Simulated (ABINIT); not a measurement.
# A GW chain in ABINIT: BP (F-43m)

Aim: the G0W0 gap of BP (F-43m) on PBE, step by step.

Program: ABINIT 10.8.3. Level of theory: PBE and many-body steps on it, plane waves. Results are calculated unless marked as measured.

This is a report of a sequence of runs, with most program output left out.

## Step 1: Starting point

The structure is cubic, space group F-43m (No. 216). The conventional cell has a = 4.538 Å, b = 4.538 Å, c = 4.538 Å, α = 90.00°, β = 90.00°, γ = 90.00°. Nearest to B lie 4 P at 1.97 Å. P has 4 B at 1.97 Å nearest. Farther neighbours are not listed.

Structure file:

```cif
data_structure
_symmetry_space_group_name_H-M 'P 1'
_symmetry_Int_Tables_number 1
_cell_length_a 3.2089
_cell_length_b 3.2089
_cell_length_c 3.2089
_cell_angle_alpha 60.000
_cell_angle_beta 60.000
_cell_angle_gamma 60.000
_cell_volume 23.36
loop_
_atom_site_label
_atom_site_type_symbol
_atom_site_fract_x
_atom_site_fract_y
_atom_site_fract_z
_atom_site_occupancy
B1 B 0.00000 0.00000 0.00000 1
P2 P 0.25000 0.25000 0.25000 1
```

The cell and positions come from the Crystallography Open Database and are kept as given unless a step says otherwise.

## Step 2: Ground state

This step: ABINIT 10.8.3; DFT, PBE, plane waves, norm-conserving pseudopotentials.

The ground-state density comes first.

run.abi

```
acell 3*1.0 Angstrom
rprim 
  0.000000000000 2.269000000000 2.269000000000
  2.269000000000 0.000000000000 2.269000000000
  2.269000000000 2.269000000000 0.000000000000
ntypat 2
znucl 5 15
natom 2
typat 1 2
xred 
  0.000000000000 0.000000000000 0.000000000000
  0.250000000000 0.250000000000 0.250000000000
pp_dirpath "pseudos"
pseudos "B.upf, P.upf"
ecut 34
ngkpt 8 8 8
nshiftk 1
shiftk 0 0 0
kptopt 1
chksymbreak 0
nband 9
occopt 1
tolvrs 1e-10
nstep 60
prtwf 0
optforces 0
optstress 0
indata_prefix "in"
outdata_prefix "out"
tmpdata_prefix "tmp"
```

Run with:

```console
$ OMP_NUM_THREADS=1 mpirun -n 4 abinit run.abi > log
```

Elapsed: 4.1 s, on 4 MPI ranks of Arm Neoverse V1, shared host; peak memory 0.25 GiB.

Numbers from this step:

| Property | Result |
| --- | --- |
| total energy | -269.3032 eV |
| gap | 1.280 eV |
| k of the valence top | 0, 0, 0 |
| k of the conduction bottom | 0.375, 0.375, 0 |
| least direct gap | 3.407 eV |

The gap is indirect, with the least direct gap 2.13 eV higher.

## Step 3: Bands along the symmetry lines

The cheap functional maps the bands first; the places of the edges decide which points the dearer methods must see.

run.abi

```
acell 3*1.0 Angstrom
rprim 
  0.000000000000 2.269000000000 2.269000000000
  2.269000000000 0.000000000000 2.269000000000
  2.269000000000 2.269000000000 0.000000000000
ntypat 2
znucl 5 15
natom 2
typat 1 2
xred 
  0.000000000000 0.000000000000 0.000000000000
  0.250000000000 0.250000000000 0.250000000000
pp_dirpath "pseudos"
pseudos "B.upf, P.upf"
ecut 34
iscf -2
irdden 1
kptopt 0
nkpt 50
kpt 
  0.00000000 0.00000000 0.00000000
  -0.06250000 -0.06250000 0.00000000
  -0.12500000 -0.12500000 0.00000000
  -0.18750000 -0.18750000 0.00000000
  -0.25000000 -0.25000000 0.00000000
  -0.31250000 -0.31250000 0.00000000
  -0.37500000 -0.37500000 0.00000000
  -0.43750000 -0.43750000 0.00000000
  -0.50000000 -0.50000000 0.00000000
  -0.48437500 -0.48437500 0.03125000
  -0.46875000 -0.46875000 0.06250000
  -0.45312500 -0.45312500 0.09375000
  -0.43750000 -0.43750000 0.12500000
  -0.42187500 -0.42187500 0.15625000
  -0.40625000 -0.40625000 0.18750000
  -0.39062500 -0.39062500 0.21875000
  -0.37500000 -0.37500000 0.25000000
  -0.37500000 0.00000000 0.37500000
  -0.32812500 0.00000000 0.32812500
  -0.28125000 0.00000000 0.28125000
  -0.23437500 0.00000000 0.23437500
  -0.18750000 0.00000000 0.18750000
  -0.14062500 0.00000000 0.14062500
  -0.09375000 0.00000000 0.09375000
  -0.04687500 0.00000000 0.04687500
  0.00000000 0.00000000 0.00000000
  0.00000000 0.00000000 0.06250000
  0.00000000 0.00000000 0.12500000
  0.00000000 0.00000000 0.18750000
  0.00000000 0.00000000 0.25000000
  0.00000000 0.00000000 0.31250000
  0.00000000 0.00000000 0.37500000
  0.00000000 0.00000000 0.43750000
  0.00000000 0.00000000 0.50000000
  -0.06250000 -0.03125000 0.46875000
  -0.12500000 -0.06250000 0.43750000
  -0.18750000 -0.09375000 0.40625000
  -0.25000000 -0.12500000 0.37500000
  -0.31250000 -0.15625000 0.34375000
  -0.37500000 -0.18750000 0.31250000
  -0.43750000 -0.21875000 0.28125000
  -0.50000000 -0.25000000 0.25000000
  -0.50000000 -0.28125000 0.21875000
  -0.50000000 -0.31250000 0.18750000
  -0.50000000 -0.34375000 0.15625000
  -0.50000000 -0.37500000 0.12500000
  -0.50000000 -0.40625000 0.09375000
  -0.50000000 -0.43750000 0.06250000
  -0.50000000 -0.46875000 0.03125000
  -0.50000000 -0.50000000 0.00000000
istwfk *1
nband 11
nbdbuf 2
tolwfr 1e-08
nstep 40
prtwf 0
prtvol 0
indata_prefix "in"
outdata_prefix "out"
tmpdata_prefix "tmp"
```

Run time: 4 s. Hardware: 4 MPI ranks; peak memory 0.24 GiB; 16 s of CPU time.

Numbers from this step:

```
gap                        : 1.260 eV
k of the valence top       : 0, 0, 0
k of the conduction bottom : -0.4375, -0.4375, 0
least direct gap           : 3.407 eV
```

The gap is 1.260 eV, −0.020 eV from the run before at this level.

The electronic bands at the labelled points (eV, zero at the top of the highest filled band; v1 is the highest filled band, c1 the lowest empty one):

```
    point      v4     v3     v2     v1    c1    c2     c3     c4
        Γ  -15.46   0.00   0.00   0.00  3.41  3.41   3.41   7.36
  halfway  -13.98  -3.69  -2.73  -2.73  1.82  4.96   7.71   7.71
        X  -10.61  -8.58  -4.11  -4.11  1.35  1.67  12.07  12.07
  halfway  -10.55  -8.46  -5.05  -3.96  1.65  3.01  11.32  11.62
        U  -10.61  -8.16  -6.22  -3.50  2.16  6.00   9.71  10.59
jump to K  -10.61  -8.16  -6.22  -3.50  2.16  6.00   9.71  10.59
  halfway  -13.81  -4.91  -3.87  -1.08  4.56  5.09   6.13   8.30
        Γ  -15.46   0.00   0.00   0.00  3.41  3.41   3.41   7.36
  halfway  -14.35  -4.84  -1.12  -1.12  4.00  4.76   4.76   9.60
        L  -12.14  -9.03  -1.76  -1.76  3.78  4.72   4.72  10.13
  halfway  -11.48  -8.44  -4.52  -3.11  4.19  5.20   8.29   9.77
        W  -10.33  -8.05  -5.67  -5.47  5.33  6.77   7.23   7.45
  halfway  -10.48  -8.36  -4.93  -4.86  2.90  3.37  10.21  10.99
        X  -10.61  -8.58  -4.11  -4.11  1.35  1.67  12.07  12.07
```

## Step 4: Empty states on the mesh, 6×6×6 mesh, 29 bands

The sums over transitions need many empty states on a uniform mesh; this step solves for them.

run.abi

```
acell 3*1.0 Angstrom
rprim 
  0.000000000000 2.269000000000 2.269000000000
  2.269000000000 0.000000000000 2.269000000000
  2.269000000000 2.269000000000 0.000000000000
ntypat 2
znucl 5 15
natom 2
typat 1 2
xred 
  0.000000000000 0.000000000000 0.000000000000
  0.250000000000 0.250000000000 0.250000000000
pp_dirpath "pseudos"
pseudos "B.upf, P.upf"
ecut 34
ngkpt 6 6 6
nshiftk 1
shiftk 0 0 0
kptopt 1
chksymbreak 0
iscf -2
irdden 1
istwfk *1
nband 29
nbdbuf 4
tolwfr 1e-09
nstep 60
prtvol 0
indata_prefix "in"
outdata_prefix "out"
tmpdata_prefix "tmp"
```

Elapsed: 3.8 s, on 4 MPI ranks; peak memory 0.24 GiB; 15 s of CPU time.

This step gave:

```yaml
gap: 1.347 eV
k_of_the_valence_top: 0, 0, 0
k_of_the_conduction_bottom: 0.5, 0.5, 0
least_direct_gap: 3.407 eV
k_points_computed: 16
lowest_point_of_the_top_converged_band_above_the_valence_top: 40.00 eV
```

On this mesh the gap is 1.347 eV. The earlier step found 1.280 eV, so this mesh misses an edge.

## Step 5: Screening, 6×6×6 mesh, 25 bands, screening to 106.1 eV

The RPA dielectric matrix is built and inverted for each q.

This step: RPA screening on PBE, plane waves, norm-conserving pseudopotentials.

run.abi: that of step 4 with these lines changed.

```diff
@@ -20,10 +20,11 @@
 chksymbreak 0
-iscf -2
-irdden 1
 istwfk *1
-nband 29
-nbdbuf 4
-tolwfr 1e-09
-nstep 60
-prtvol 0
+occopt 1
+irdwfk 1
+optdriver 3
+nband 25
+ecuteps 3.9
+inclvkb 2
+awtr 1
+symchi 1
 indata_prefix "in"
```

Run time: 9.7 s. Hardware: 4 MPI ranks; peak memory 0.43 GiB.

This step gave:

```yaml
eps_infinity_with_local_fields_on_this_mesh_along_the_program_s_q_direction: 9.728
the_same_without_local_fields: 10.65
plasma_frequency: 21.73 eV
plane_waves_in_the_screening_matrix: 59
```

Local fields lower ε∞ by 9 %.

## Step 6: Self-energy, 6×6×6 mesh, 25 bands, screening to 106.1 eV

The self-energy is evaluated for the states that the input lists, and the levels follow from it, in one-shot runs by the linearised quasiparticle equation.

This step: G0W0 on PBE, plane waves, norm-conserving pseudopotentials.

run.abi: that of step 5 with these lines changed.

```diff
@@ -23,8 +23,17 @@
 irdwfk 1
-optdriver 3
+optdriver 4
 nband 25
+gwcalctyp 0
+ecutsigx 34
+symsigma 1
+nkptgw 2
+kptgw 
+  0.0000000000 0.0000000000 0.0000000000
+  0.5000000000 0.5000000000 0.0000000000
+bdgw 
+  2 7
+  3 6
 ecuteps 3.9
-inclvkb 2
-awtr 1
-symchi 1
+irdscr 1
+ppmodel 1
 indata_prefix "in"
```

The job ended after 2.7 s (4 MPI ranks; peak memory 0.12 GiB).

This step gave:

```yaml
g0w0_gap_on_the_points_computed: 1.926 eV
starting_gap_on_the_mesh: 1.347 eV
k_of_the_valence_top: 0, 0, 0
k_of_the_conduction_bottom: 0.5, 0.5, 0
z_at_the_valence_top: 0.797
z_at_the_conduction_bottom: 0.809
least_direct_g0w0_gap_on_the_computed_points: 4.234 eV
```

The gap on the mesh goes from 1.35 eV to 1.93 eV, a correction of +0.58 eV. The start differs from the 1.28 eV found before because the two sample other k points.

Limits: finite bands, cutoff and mesh. v1 is the top filled band, c1 the lowest empty one. Levels before and after the correction, in eV, zero at the valence-band top of each column:

```
           conduction bottom  valence top
Kohn-Sham               1.35         0.00
     G0W0               1.93         0.00
```

```
                       level  energy (eV)
Kohn-Sham            Γ v3-v1        0.000
Kohn-Sham            Γ c1-c3        3.407
Kohn-Sham  (0.5 0.5 0) v2-v1       -4.114
Kohn-Sham     (0.5 0.5 0) c1        1.347
Kohn-Sham     (0.5 0.5 0) c2        1.667
     G0W0            Γ v3-v1        0.000
     G0W0            Γ c1-c3        4.234
     G0W0  (0.5 0.5 0) v2-v1       -4.410
     G0W0     (0.5 0.5 0) c1        1.926
     G0W0     (0.5 0.5 0) c2        2.305
```

## Step 7: Where the time went

Times are wall times on 4 MPI ranks of Arm Neoverse V1, shared host, good to a factor of about two.

```
                          step   time  share  memory (GiB)
                  ground state  4.1 s   17 %          0.25
bands along the symmetry lines    4 s   16 %          0.24
      empty states on the mesh  3.8 s   16 %          0.24
                     screening  9.7 s   40 %          0.43
                   self-energy  2.7 s   11 %          0.12
```

## Step 8: Summary of results

```yaml
pbe_gap: 1.26 eV, indirect
g0w0_gap_on_the_mesh: 1.93 eV
g0w0_gap_over_the_zone_rigid_shift: 1.84 eV
gw_settings: 6×6×6 mesh, 25 bands, screening to 106.1 eV, Godby-Needs plasmon pole
known_limits: not at the basis limit
```

What this shows: G0W0 moves the gap on the mesh from 1.35 eV to 1.93 eV (+0.58 eV), with Z of 0.80 and 0.81 at the edges. The mesh misses the band edges by 0.09 eV in all; a rigid shift gives 1.84 eV for the zone. Local fields lower the RPA ε∞ on this mesh from 10.65 to 9.73. Only 2 of the mesh's irreducible points were corrected, so a valley elsewhere could overtake. The dearest step here is «screening». Bands and cutoff are finite, so the gap is not at the basis limit. The miss can reach some tenths of an eV and take either sign; the mesh is an error of its own. In the G0W0 run levels were corrected at 2 k points alone, so a gap called «on the mesh» is the least over those, and an edge elsewhere would be missed. A denser mesh or path gives a starting gap of 1.26 eV: the GW mesh misses a band edge, so its gaps are not the fundamental one.

[Paths, hosts, dates, memory and timing lines, banners, echoed tables and standing remarks are left out of the program output.]

[Logs are printed without paths, hosts, clocks, repeated set-up lines and the standing remarks that a program may print on its own settings, such as how far it seeks lower states.]

[Runs of the session that timed out or met a known fault of the program may be left out.]

[Hosts, paths, dates, database ids (printed as entryN), source tags and the programs' standing remarks are cut or masked in the printed files.]

[G0W0 gaps are taken among the corrected bands and points alone; a level outside them can change the order at an edge.]

[Where Ansatz stands beside ABINIT at settings called matched, ABINIT's density can come from a denser mesh and the files from another edition; pairs whose starting gaps differed by over 0.03 eV were left out, so agreement reads better than it is.]
